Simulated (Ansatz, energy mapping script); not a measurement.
# Spin model of MnS in the zinc-blende structure from collinear orders, part 3 of 3

Wanted: the magnetic order of MnS in the zinc-blende structure, its couplings and an estimate of its ordering temperature, by LDA+U (1.32 eV).

LDA with U = 1.32 eV on Mn d, ortho-atomic projectors; plane waves, U on orthogonalised atomic orbitals unless named otherwise, collinear spin, no spin–orbit coupling.

So far. Step 9 (Run 6 (uncompensated ++−; cell C, 6 atoms)): The run ends ferrimagnetic, 100.76 meV a magnetic atom below the parallel order of its cell. Step 10 (Run 7 (parallel; cell D, 6 atoms)): The run ends ferromagnetic. For each magnetic atom its energy differs from the parallel run of the first cell by -0.02 meV, an error that one common reference would have brought in.

## (11) Run 8 (uncompensated ++−; cell D, 6 atoms)

This order reverses 6.67 of the 12 neighbours at 4.01 Å, 2.67 of the 6 neighbours at 5.67 Å and 8 of the 24 neighbours at 6.95 Å, counted for an average magnetic atom.

input.yaml

```yaml
crystal:
  lattice:
    - [0.0, -2.836777444, -2.836777444]
    - [-5.673554888, 0.0, 0.0]
    - [2.836777444, 5.673554888, -2.836777444]
  atoms:
    - { symbol: Mn, position: [0.666666667, 0.666666667, 0.333333333], spin: 4.5 }
    - { symbol: Mn, position: [0.333333333, 0.333333333, 0.666666667], spin: 4.5 }
    - { symbol: Mn, position: [0.0, 0.0, 0.0], spin: -4.5 }
    - { symbol: S, position: [0.166666667, 0.416666667, 0.333333333] }
    - { symbol: S, position: [0.833333333, 0.083333333, 0.666666667] }
    - { symbol: S, position: [0.5, 0.75, 0.0] }
magnetization:
  spin_polarized: true
kpoints:
  mp_grid: { grid: [7, 7, 7] }
hamiltonian:
  xc: lda
  hubbard:
    sites:
      - { species: Mn, l: d, u_eff: 1.32 }
      - { site: 0, l: d, u_eff: 1.32, starting_ns: [{ spin: up, occupation_matrix: mn1_major }, { spin: down, occupation_matrix: mn1_minor }] }
      - { site: 1, l: d, u_eff: 1.32, starting_ns: [{ spin: up, occupation_matrix: mn1_major }, { spin: down, occupation_matrix: mn1_minor }] }
      - { site: 2, l: d, u_eff: 1.32, starting_ns: [{ spin: up, occupation_matrix: mn1_minor }, { spin: down, occupation_matrix: mn1_major }] }
    projectors: ortho-atomic
    occupation_matrices:
      mn1_major:
        matrix:
          - [0.995, 0.0, 0.0, 0.0, 0.0]
          - [0.0, 0.991, 0.0, 0.0, 0.0]
          - [0.0, 0.0, 0.991, 0.0, 0.0]
          - [0.0, 0.0, 0.0, 0.995, 0.0]
          - [0.0, 0.0, 0.0, 0.0, 0.991]
      mn1_minor:
        matrix:
          - [0.036, 0.0, 0.0, 0.0, 0.0]
          - [0.0, 0.104, 0.0, 0.0, 0.0]
          - [0.0, 0.0, 0.104, 0.0, 0.0]
          - [0.0, 0.0, 0.0, 0.036, 0.0]
          - [0.0, 0.0, 0.0, 0.0, 0.104]
scf:
  occupations: { method: fermi_dirac, width: 0.05 }
output:
  eigenvalues: true
```

The run is started by

```
$ ansatz run input.yaml --threads 4 --pin off --max-ram 8192MiB --backend cpu --events-out ev --progress --plain --runs-dir out
```

Numbers of over 12 decimals in the logs are rounded to 6 here.

Output:

```text
[...]
Crystal: 6 atoms, lattice volume = 136.971 Å³
Basis set: ecut = 420 eV, 2679 PW (Γ)
Bands: 46, of which v1, the nominal top of the filled ones, is band 32 counted from 1 (31 counted from 0)
Symmetry: 4 space group operations
[...]
k-points: 64 of 343 (time reversal used)
[...]
Starting moments: Σ|m| = 13.5 μB on 3 of 6 sites
[...]
k-point 0 ↑: bands = [... 28 lower, 4.0099, 4.0280, 4.8384, 5.5764, 5.6606, 6.0167, 7.6437, 8.0047, ... 10 higher]
  k-point 1 ↑: bands = [... 28 lower, 3.9466, 4.0155, 4.9008, 5.4997, 5.5565, 6.0094, 7.8139, 8.0370, ... 10 higher]
  k-point 2 ↑: bands = [... 28 lower, 4.0371, 4.0513, 5.0163, 5.1918, 5.5035, 5.9918, 7.8987, 8.1593, ... 10 higher]
  k-point 63 ↓: bands = [... 28 lower, 4.7913, 7.5547, 7.5560, 7.8139, 7.9069, 7.9504, 8.1213, 8.4118, ... 10 higher]
Occupation matrices written to <dir>
[key lines of the parts left out:]
SCF converged after 12 iterations
Magnetization: 5.0000 μB (34.0000 up, 29.0000 down)
Free energy (F): -14132.414226 eV
Fermi energy:    6.575274 eV
```

It took 23 s on 4 threads of Arm Neoverse V2, shared host; peak memory 0.91 GiB; 91 s of CPU time.

The run ends ferrimagnetic, 163.05 meV a magnetic atom below the parallel order of its cell.

## (12) From energies to couplings

Each energy difference is a sum of couplings weighted by the pairs that the order reverses. A few near shells are fitted to the differences by least squares. Energies are those extrapolated to zero occupation width, not the free energies F.

The orders that converged (zero: parallel moments in the same cell):

```
                      order  atoms  energy (meV a magnetic atom)  moments (μB)  moments kept as typed  opposed neighbours at 4.01, 5.67, 6.95 Å
         parallel in cell A      4                          0.00          4.26                    yes                                   0, 0, 0
   compensated +− in cell A      4                       -146.21          4.15                    yes                                  6, 6, 12
         parallel in cell B      4                          0.00          4.26                    yes                                   0, 0, 0
   compensated +− in cell B      4                       -189.02          4.12                    yes                                  8, 0, 16
         parallel in cell C      6                          0.00          4.26                    yes                                   0, 0, 0
uncompensated ++− in cell C      6                       -100.76  4.14 to 4.20                    yes                                  4, 4, 12
         parallel in cell D      6                          0.00          4.26                    yes                                   0, 0, 0
uncompensated ++− in cell D      6                       -163.05  4.06 to 4.17                    yes                             6.67, 2.67, 8
```

Couplings from the energies, with E = −Σ J e·e over ordered pairs:

```
 pair  distance (Å)  neighbours  J (meV)
Mn–Mn          4.01          12    -12.0
Mn–Mn          5.67           6   -0.502
Mn–Mn          6.95          24   0.0480
```

Adding the shell at 8.02 Å gives -12, -0.37, -0.080 and -0.33 meV and a mean-field temperature of 360 K, an exact solve that tests nothing.

In mean field these couplings order at 365 K, and give a Curie–Weiss temperature of -1125 K.

## (13) Finite temperature

Mean field ignores fluctuations and overstates the ordering temperature, so the model is also sampled. The heat capacity peaks where order sets in.

Classical unit spins with these couplings on 8×8×4 copies of a cell that holds the lowest order (512 spins), heat-bath sweeps, cooled from random directions, 1009 sweeps to settle and 3027 measured at each temperature, averaged over 4 runs.

```
T (K)  order along the lowest pattern  net moment  heat capacity (k_B a spin)
 43.8                            0.04        0.01                        1.01
 75.0                            0.05        0.01                        1.09
  122                            0.06        0.01                        1.74
  153                            0.08        0.01                        1.01
  184                            0.08        0.01                        0.80
  231                            0.07        0.02                        0.63
  262                            0.07        0.02                        0.56
  293                            0.06        0.02                        0.47
  324                            0.06        0.02                        0.42
  371                            0.06        0.02                        0.35
  402                            0.06        0.02                        0.33
```

The smoothed heat capacity peaks at 125 K. The order column follows one pattern alone; equivalent domains or another pattern share the rest.

## (14) Outcome

| Quantity | Value |
| --- | --- |
| lowest order tried | compensated +− in cell B |
| largest fitted value, Mn–Mn at 4.01 Å | -12.0 meV |
| ordering temperature, mean field | 365 K |
| heat-capacity peak, Monte Carlo | 125 K |

In words: Of the orders tried, MnS in the zinc-blende structure prefers the order “compensated +− in cell B” under LDA+U (1.32 eV), with 8 of 12 neighbours at 4.01 Å, 0 of 6 neighbours at 5.67 Å and 16 of 24 neighbours at 6.95 Å opposed, and the heat capacity of the fitted model peaks near 125 K (Monte Carlo, classical spins). The model's best pattern is not among the orders that were run. The largest fitted coupling is the Mn–Mn pair at 4.01 Å, antiferromagnetic at -12 meV, across a ligand at about 109°. The orders also reverse pairs at 8.02 Å, which are not fitted, so the fitted values hold their part too. With 4 differences for 3 couplings the fit misses by 2.2 meV at most, a small part of the spread. In the fitted orders moments change by up to 4.6 % against the parallel run of the same cell, so their size stays put. Monte Carlo puts the peak at 0.34 of the mean-field temperature, low enough to point to frustration or weakly coupled layers or chains. In tests on simple cubic and body-centred models such peaks lay 5 to 6 % under the bulk value. On cooling, the order along the one computed pattern stays at or under 0.09: the model settles in an equivalent domain, a degenerate mixture or another order. The Curie–Weiss temperature is 9.0 times the peak temperature in size, a mark of frustration. The parallel order holds 5 μB a magnetic atom, spin 2.5; the common factor (S+1)/S would raise the classical 125 K to 175 K, a correction that often overshoots. The cell was built from a prototype and relaxed; a distortion that needs a larger cell, or another structure that the compound may prefer, is not captured.

[Logs and program files are shortened in this print: banners, set-up blocks, solver, clock and traceback lines can be left out without a mark of their own.]

[Logs are printed without paths, hosts, clocks, repeated set-up lines and the standing remarks that a program may print on its own settings, such as how far it seeks lower states.]

[Hosts, paths, dates, database ids (printed as entryN), source tags and the programs' standing remarks are cut or masked in the printed files.]

[Where a cell is said to come from a database of computed structures, the database is the Materials Project.]
